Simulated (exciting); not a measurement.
**O K-edge absorption of SnO2 (Cassiterite), all-electron BSE**

How far do the exchange and direct terms reshape the O K edge of SnO2 (Cassiterite)? The measurement to meet: XAS, total electron yield on a rutile SnO2 film, reported in Properties of tin oxide films grown by atomic layer deposition from tin tetraiodide and ozone (pmc:10667712, 2023), with first peak at 533.6 eV, second peak at 536.3 eV, third peak at 537.7 eV and fourth peak at 539.6 eV.

Calculated with exciting sodium; X-ray absorption, core-level Bethe-Salpeter equation, exchange and statically screened direct term, Tamm-Dancoff, all-electron LAPW+lo PBE.

## Step 1: The starting structure

Symmetry: P4_2/mnm, No. 136, tetragonal system. The conventional cell has a = 4.738 Å, b = 4.738 Å, c = 3.187 Å, α = 90.00°, β = 90.00°, γ = 90.00°. Sn has 6 O at 2.05 to 2.06 Å nearest. O has 3 Sn at 2.05 to 2.06 Å nearest. Farther neighbours and most contacts between anions are not listed.

Coordinates:

```xyz
6
Lattice="4.7380 0.0000 0.0000 0.0000 4.7380 0.0000 0.0000 0.0000 3.1865" Properties=species:S:1:pos:R:3 pbc="T T T"
Sn    2.3690    2.3690    1.5933
Sn    0.0000    0.0000    0.0000
O     3.8240    0.9140    1.5933
O     3.2830    3.2830    0.0000
O     0.9140    3.8240    1.5933
O     1.4550    1.4550    0.0000
```

Differences between curves are given as r.m.s. difference over r.m.s. height.

## Step 2: Ground state

The species files are the program's own, with muffin-tin radii set in the input.

Contents of input.xml:

```
<input>
  <title>SnO2</title>
  <structure speciespath="." autormt="false" epslat="1.0e-5">
    <crystal>
      <basevect>8.9535223768 0.0000000000 0.0000000000</basevect>
      <basevect>0.0000000000 8.9535223768 0.0000000000</basevect>
      <basevect>0.0000000000 0.0000000000 6.0216122950</basevect>
    </crystal>
    <species speciesfile="Sn.xml" rmt="2.180">
      <atom coord="0.5000000000 0.5000000000 0.5000000000"/>
      <atom coord="0.0000000000 0.0000000000 0.0000000000"/>
    </species>
    <species speciesfile="O.xml" rmt="1.581">
      <atom coord="0.8071000000 0.1929000000 0.5000000000"/>
      <atom coord="0.6929000000 0.6929000000 0.0000000000"/>
      <atom coord="0.1929000000 0.8071000000 0.5000000000"/>
      <atom coord="0.3071000000 0.3071000000 0.0000000000"/>
    </species>
  </structure>
  <groundstate do="fromscratch" xctype="GGA_PBE" ngridk="3 3 5" rgkmax="7" gmaxvr="14" nempty="8" swidth="0.001" maxscl="100" epsengy="1e-5"/>
</input>
```

The run is started by

```console
OMP_NUM_THREADS=1 mpirun -n 4 exciting
```

Numbers of over 12 decimals in the logs are rounded to 6 here.

The program printed:

```text
EXCITING SODIUM started
********************************************************************************
* Ground-state run starting from atomic densities                              *
********************************************************************************
+ Starting initialization                                                      +
[... lattice and species ...]
 Spin treatment                             :    spin-unpolarised
 Number of Bravais lattice symmetries       :      16
[...]
+ Self-consistent loop stopped                                                 +
 STATE.OUT is written
********************************************************************************
* Groundstate module stopped                                                   *
********************************************************************************
 Total time spent (seconds)                 :        73.42
- CAUTION! Warnings have been written in file WARNING.OUT !                    -
| EXCITING SODIUM stopped                                                      =
[key lines of the parts left out:]
Total energy                               :    -12659.28410613
Fermi energy                               :         0.23739270
```

Run time: 75 s. Hardware: 4 MPI ranks of Arm Neoverse V1, shared host.

The warnings file holds hints only, no warning.

The mesh shows a gap of 1.29 eV. Core levels (Dirac, from the valence top):

```csv
atom,level,energy (eV)
Sn,2s1/2,-4369.9
Sn,2p1/2,-4081.4
Sn,2p3/2,-3850.8
Sn,3s1/2,-838.4
Sn,3p1/2,-721.2
Sn,3p3/2,-679.1
Sn,3d3/2,-472.0
Sn,3d5/2,-463.3
Sn,4s1/2,-127.8
O,1s1/2,-504.3
```

## Step 3: A richer basis for the empty states

Each species file gets more local orbitals, built from u and its energy derivative at 0.15 Ha and u at 0.9 Ha.

input.xml is that of step 2.

Contents of SPECIES.xml, added lines:

```
<lo l="L">  <!-- L = 0, 1, 2 -->
  <wf matchingOrder="0" trialEnergy="0.1500" searchE="false"/>
  <wf matchingOrder="1" trialEnergy="0.1500" searchE="false"/>
  <wf matchingOrder="0" trialEnergy="0.9000" searchE="false"/>
</lo>
```

The run is started by

```console
OMP_NUM_THREADS=1 mpirun -n 4 exciting
```

The program printed:

```text
EXCITING SODIUM started
********************************************************************************
* Ground-state run starting from atomic densities                              *
********************************************************************************
+ Starting initialization                                                      +
[... lattice and species ...]
 Spin treatment                             :    spin-unpolarised
 Number of Bravais lattice symmetries       :      16
[...]
+ Self-consistent loop stopped                                                 +
 STATE.OUT is written
********************************************************************************
* Groundstate module stopped                                                   *
********************************************************************************
 Total time spent (seconds)                 :        71.32
- CAUTION! Warnings have been written in file WARNING.OUT !                    -
| EXCITING SODIUM stopped                                                      =
[key lines of the parts left out:]
Total energy                               :    -12659.28550306
Fermi energy                               :         0.23791590
```

Elapsed: 72 s, on 4 MPI ranks.

Against the first ground state the total energy moves by -6 meV an atom and the gap by 0.00 eV.

## Step 4: Screening, kernels and BSE for O atom 3

The absorber has nearest neighbours 3 Sn at 2.05 Å and 1 O at 2.59 Å (site symmetry m2m).

input.xml, as its differences from that of step 3:

```diff
@@ -19,3 +19,20 @@
   </structure>
-  <groundstate do="fromscratch" xctype="GGA_PBE" ngridk="3 3 5" rgkmax="7" gmaxvr="14" nempty="8" swidth="0.001" maxscl="100" epsengy="1e-5"/>
+  <groundstate do="skip" xctype="GGA_PBE" ngridk="3 3 5" rgkmax="7" gmaxvr="14" nempty="8" swidth="0.001" maxscl="100" epsengy="1e-5"/>
+  <xs xstype="BSE" ngridk="3 3 5" ngridq="3 3 5" vkloff="0.097 0.273 0.493" rgkmax="7" nempty="30" gqmax="3" lmaxapwwf="5" lmaxemat="2" broad="0.01654" tevout="true">
+    <energywindow intv="18.138 19.755" points="439"/>
+    <screening screentype="full" nempty="52"/>
+    <BSE xas="true" xasspecies="2" xasatom="1" xasedge="K" bsetype="singlet" nstlxas="1 26"/>
+    <qpointset>
+      <qpoint>0 0 0</qpoint>
+    </qpointset>
+    <plan>
+      <doonly task="xsgeneigvec"/>
+      <doonly task="writepmatxs"/>
+      <doonly task="scrgeneigvec"/>
+      <doonly task="scrwritepmat"/>
+      <doonly task="screen"/>
+      <doonly task="scrcoulint"/>
+      <doonly task="exccoulint"/>
+    </plan>
+  </xs>
 </input>
```

Contents of input.xml for the last start (plan only):

```
  <plan>
    <doonly task="bse"/>
  </plan>
```

The run is started by

```console
OMP_NUM_THREADS=1 mpirun -n 4 exciting
OMP_NUM_THREADS=4 exciting
```

The program printed:

```text
| EXCITING SODIUM started for task xsgeneigvec ( 301)                          =
One-shot GS runs for BSE calculations
One-shot GS runs for k+qmt/2 grids
Info(xsgeneigvec): Generating eigenvectors for Q-point      1
Info(xsgeneigvec): Generation of eigenvectors finished
| EXCITING SODIUM started for task writepmatxs ( 320)                          =
Info(writepmatxs): Momentum matrix elements finished
| EXCITING SODIUM started for task scrgeneigvec ( 401)                         =
One-shot GS runs for BSE calculations
One-shot GS runs for k+qmt/2 grids
[...]
Info(setup_bse_block): Setting up RR part of hamiltonian
Info(setup_bse_block): Singlet spin state
Info(bse): Diagonalizing RR Hamiltonian (TDA)
Info(bse): Invoking Lapack routine ZHEEVR
      2340 eigen solutions found in the interval:
         i1=       1 i2=    2340
Info(bse): Writing excition energies and oscillator strengths to text file.
Info(makespectrum_dist): Making spectrum using formula for coupling with time reversed AR basis.
Info(makespectrum_dist): Using formalism for vanishing momentum transfer.
Info(writederived): Writing quantities derived from the macroscopic dielectric function.
Info(bselauncher): Spectrum finished for iqmt=  1
Info(bselauncher): All done for BSE type singlet
```

Run time: 12 min. Hardware: 4 MPI ranks.

Wall time by task: xsgeneigvec 16 s, writepmatxs 7.3 s, scrgeneigvec 17 s, scrwritepmat 5.6 s, screen 3.6 min, scrcoulint 3.5 min, exccoulint 4.2 min, bse 7.4 s.

The O K spectrum of O atom 3 (energy from the Kohn–Sham onset, core level to the lowest empty state found on the meshes used, 505.55 eV; the ground-state mesh sets it, and the shifted mesh has its lowest transition 0.83 eV above it; Im ε scaled to the maximum of the singlet run; cut below the end of the band set):

```csv
E (eV),isotropic,ε ⊥ c,ε ∥ c
-2.5,0.02,0.02,0.03
-2.0,0.03,0.02,0.04
-1.5,0.04,0.03,0.05
-1.0,0.05,0.04,0.07
-0.5,0.08,0.06,0.11
0.0,0.13,0.10,0.19
0.5,0.23,0.19,0.30
1.0,0.42,0.38,0.49
1.5,0.68,0.55,0.93
2.0,0.99,0.65,1.66
2.5,0.76,0.52,1.24
3.0,0.51,0.43,0.68
3.5,0.38,0.33,0.48
4.0,0.36,0.29,0.49
4.5,0.35,0.33,0.41
5.0,0.46,0.47,0.45
5.5,0.44,0.42,0.50
6.0,0.46,0.39,0.62
6.5,0.69,0.63,0.81
7.0,0.61,0.63,0.58
7.5,0.56,0.65,0.39
8.0,0.71,0.86,0.41
8.5,0.67,0.78,0.47
9.0,0.57,0.67,0.35
9.5,0.52,0.63,0.31
10.0,0.41,0.48,0.27
10.5,0.26,0.28,0.21
11.0,0.17,0.18,0.15
11.5,0.13,0.13,0.13
12.0,0.11,0.12,0.10
12.5,0.11,0.12,0.09
13.0,0.12,0.13,0.09
13.5,0.10,0.11,0.07
14.0,0.09,0.09,0.07
14.5,0.10,0.10,0.09
15.0,0.11,0.12,0.10
15.5,0.12,0.12,0.11
16.0,0.14,0.14,0.13
16.5,0.14,0.16,0.12
17.0,0.14,0.16,0.11
17.5,0.15,0.17,0.11
18.0,0.17,0.20,0.11
18.5,0.15,0.17,0.11
19.0,0.13,0.13,0.12
19.5,0.13,0.14,0.12
20.0,0.12,0.13,0.11
20.5,0.12,0.13,0.10
21.0,0.13,0.15,0.10
21.5,0.16,0.18,0.12
```

Maxima (height): 2.0 eV (1.00), 5.1 eV (0.48), 6.6 eV (0.73), 8.2 eV (0.73) and 18.1 eV (0.17).

The Hamiltonian has 2340 rows. The lowest groups of eigenvalues and the brightest ones, on the scale above (the program counts from the shifted mesh's onset, 0.83 eV higher). Core spinors bring spin-forbidden partners, so dark means forbidden by spin or by symmetry, and the shifted mesh splits states that symmetry would keep together:

```csv
energy (eV),states within 10 meV,relative strength
0.111,2,0.029
0.307,2,0.13
0.881,2,0.23
1.101,2,0.14
1.290,1,dark
1.303,1,0.55
1.960,1,0.81
2.033,3,0.71
2.176,1,1.00
5.043,2,0.41
6.602,1,0.63
6.655,1,0.53
```

## Step 5: Independent particles

input.xml, as its differences from that of step 4:

```diff
@@ -23,3 +23,3 @@
     <screening screentype="full" nempty="52"/>
-    <BSE xas="true" xasspecies="2" xasatom="1" xasedge="K" bsetype="singlet" nstlxas="1 26"/>
+    <BSE xas="true" xasspecies="2" xasatom="1" xasedge="K" bsetype="IP" nstlxas="1 26"/>
     <qpointset>
@@ -28,9 +28,3 @@
     <plan>
-      <doonly task="xsgeneigvec"/>
-      <doonly task="writepmatxs"/>
-      <doonly task="scrgeneigvec"/>
-      <doonly task="scrwritepmat"/>
-      <doonly task="screen"/>
-      <doonly task="scrcoulint"/>
-      <doonly task="exccoulint"/>
+      <doonly task="bse"/>
     </plan>
```

The run is started by

```console
OMP_NUM_THREADS=4 exciting
```

The program printed:

```text
| EXCITING SODIUM started for task bse ( 445)                                  =
Info(bselauncher): Init time:    0.677469
Info(bselauncher): Setting up and diagonalizing BSE Hamiltonian.
Info(bselauncher): Using momentum transfer vectors from list :   1 to  1
Info(bselauncher): Distributing qmt-points over   1 processes.
Info(bselauncher): BSE type: IP
Info(bselauncher): Momentum transfer list index: iqmt=  1
Info(bselauncher): Momentum transfer: vqmtl=   0.000   0.000   0.000
Info(bse): Inspecting occupations...
Info(setranges_modxs): Number of non-reduced k-points:       45
[...]
highest unoccupied state:  58
  Opening gap with a scissor of:      0.000/H      0.000/eV
Info(select_transitions): Number of participating transitions:    2340
Info(bse): Selecting transitions...
Info(bse):bsegap (eV):   506.383800
Info(bse): IP requested, nothing much to do
Info(bse): Writing excition energies and oscillator strengths to text file.
Info(makespectrum_dist): Making spectrum using formula for coupling with time reversed AR basis.
Info(makespectrum_dist): Using formalism for vanishing momentum transfer.
Info(writederived): Writing quantities derived from the macroscopic dielectric function.
Info(bselauncher): Spectrum finished for iqmt=  1
Info(bselauncher): All done for BSE type IP
```

The job ended after 1.5 s (4 threads).

Maxima (height): 4.0 eV (0.47), 4.9 eV (0.45), 7.9 eV (0.46), 11.2 eV (0.98) and 19.0 eV (0.23). Against the singlet run the r.m.s. difference is 78 %. Moving the earlier curve by +2.6 eV leaves 35 %. The highest maximum lies at 11.2 eV (0.98), against 2.0 eV (1.00).

## Step 6: Exchange alone

input.xml, as its differences from that of step 5:

```diff
@@ -23,3 +23,3 @@
     <screening screentype="full" nempty="52"/>
-    <BSE xas="true" xasspecies="2" xasatom="1" xasedge="K" bsetype="IP" nstlxas="1 26"/>
+    <BSE xas="true" xasspecies="2" xasatom="1" xasedge="K" bsetype="RPA" nstlxas="1 26"/>
     <qpointset>
```

The run is started by

```console
OMP_NUM_THREADS=4 exciting
```

The program printed:

```text
| EXCITING SODIUM started for task bse ( 445)                                  =
Info(bselauncher): Init time:    0.676329
Info(bselauncher): Setting up and diagonalizing BSE Hamiltonian.
Info(bselauncher): Using momentum transfer vectors from list :   1 to  1
Info(bselauncher): Distributing qmt-points over   1 processes.
Info(bselauncher): BSE type: RPA
Info(bselauncher): Momentum transfer list index: iqmt=  1
Info(bselauncher): Momentum transfer: vqmtl=   0.000   0.000   0.000
Info(bse): Inspecting occupations...
Info(setranges_modxs): Number of non-reduced k-points:       45
[...]
Info(setup_bse_block): Setting up RR part of hamiltonian
Info(setup_bse_block): Using RPA approximation
Info(bse): Diagonalizing RR Hamiltonian (TDA)
Info(bse): Invoking Lapack routine ZHEEVR
      2340 eigen solutions found in the interval:
         i1=       1 i2=    2340
Info(bse): Writing excition energies and oscillator strengths to text file.
Info(makespectrum_dist): Making spectrum using formula for coupling with time reversed AR basis.
Info(makespectrum_dist): Using formalism for vanishing momentum transfer.
Info(writederived): Writing quantities derived from the macroscopic dielectric function.
Info(bselauncher): Spectrum finished for iqmt=  1
Info(bselauncher): All done for BSE type RPA
```

Elapsed: 9 s, on 4 threads.

Maxima (height): 4.0 eV (0.45), 4.9 eV (0.44), 7.9 eV (0.45), 11.3 eV (1.00) and 19.0 eV (0.23). The spectrum differs from the independent-particle run by 4 % r.m.s.

## Step 7: Local-field cutoff

Changed against the first singlet run: cutoff of the screened term (bohr⁻¹) from 3 to 4.

input.xml, as its differences from that of step 6:

```diff
@@ -20,6 +20,6 @@
   <groundstate do="skip" xctype="GGA_PBE" ngridk="3 3 5" rgkmax="7" gmaxvr="14" nempty="8" swidth="0.001" maxscl="100" epsengy="1e-5"/>
-  <xs xstype="BSE" ngridk="3 3 5" ngridq="3 3 5" vkloff="0.097 0.273 0.493" rgkmax="7" nempty="30" gqmax="3" lmaxapwwf="5" lmaxemat="2" broad="0.01654" tevout="true">
+  <xs xstype="BSE" ngridk="3 3 5" ngridq="3 3 5" vkloff="0.097 0.273 0.493" rgkmax="7" nempty="30" gqmax="4" lmaxapwwf="5" lmaxemat="2" broad="0.01654" tevout="true">
     <energywindow intv="18.138 19.755" points="439"/>
     <screening screentype="full" nempty="52"/>
-    <BSE xas="true" xasspecies="2" xasatom="1" xasedge="K" bsetype="RPA" nstlxas="1 26"/>
+    <BSE xas="true" xasspecies="2" xasatom="1" xasedge="K" bsetype="singlet" nstlxas="1 26"/>
     <qpointset>
@@ -28,3 +28,5 @@
     <plan>
-      <doonly task="bse"/>
+      <doonly task="xsgeneigvec"/>
+      <doonly task="screen"/>
+      <doonly task="scrcoulint"/>
     </plan>
```

Contents of input.xml for the exchange start (cutoff and plan only):

```
  gqmax="3"
  <plan>
    <doonly task="exccoulint"/>
  </plan>
```

Contents of input.xml for the last start (plan only):

```
  <plan>
    <doonly task="bse"/>
  </plan>
```

The run is started by

```console
OMP_NUM_THREADS=1 mpirun -n 4 exciting
OMP_NUM_THREADS=1 mpirun -n 4 exciting
OMP_NUM_THREADS=4 exciting
```

The program printed:

```text
| EXCITING SODIUM started for task xsgeneigvec ( 301)                          =
One-shot GS runs for BSE calculations
One-shot GS runs for k+qmt/2 grids
Info(xsgeneigvec): Generating eigenvectors for Q-point      1
Info(xsgeneigvec): Generation of eigenvectors finished
| EXCITING SODIUM started for task screen ( 430)                               =
Info(screenlauncher): Calculating screening for unshifted q-grid.
Info(screenlauncher): Number of q points:       9
Info(screenlauncher): lowest (partially)  unoccupied state:     33
[...]
Info(setup_bse_block): Setting up RR part of hamiltonian
Info(setup_bse_block): Singlet spin state
Info(bse): Diagonalizing RR Hamiltonian (TDA)
Info(bse): Invoking Lapack routine ZHEEVR
      2340 eigen solutions found in the interval:
         i1=       1 i2=    2340
Info(bse): Writing excition energies and oscillator strengths to text file.
Info(makespectrum_dist): Making spectrum using formula for coupling with time reversed AR basis.
Info(makespectrum_dist): Using formalism for vanishing momentum transfer.
Info(writederived): Writing quantities derived from the macroscopic dielectric function.
Info(bselauncher): Spectrum finished for iqmt=  1
Info(bselauncher): All done for BSE type singlet
```

It took 20 min on 4 MPI ranks.

Wall time by task: xsgeneigvec 16 s, screen 7.8 min, scrcoulint 7.5 min, exccoulint 4.3 min, bse 8.2 s.

The spectrum differs from the singlet run by 7 % r.m.s. The highest maximum lies at 2.0 eV (1.05), against 2.0 eV (1.00). The kernels miss the short-range part of the Coulomb interaction, its components above their cutoff.

```csv
E (eV),first run,this run
-2.0,0.03,0.03
-1.0,0.05,0.05
0.0,0.13,0.15
1.0,0.42,0.48
2.0,0.99,1.05
3.0,0.51,0.50
4.0,0.36,0.36
5.0,0.46,0.49
6.0,0.46,0.49
7.0,0.61,0.61
8.0,0.71,0.71
9.0,0.57,0.53
10.0,0.41,0.37
11.0,0.17,0.16
12.0,0.11,0.11
13.0,0.12,0.11
14.0,0.09,0.08
15.0,0.11,0.11
16.0,0.14,0.14
17.0,0.14,0.14
18.0,0.17,0.16
19.0,0.13,0.12
20.0,0.12,0.12
21.0,0.13,0.13
```

(Part 1 of 2 ends here.)

[Banner, clock and machine lines of the logs are left out without a mark of their own.]

[Logs are printed without paths, hosts, clocks, repeated set-up lines and the standing remarks that a program may print on its own settings, such as how far it seeks lower states.]

[Hosts, paths, dates, database ids (printed as entryN), source tags and the programs' standing remarks are cut or masked in the printed files.]
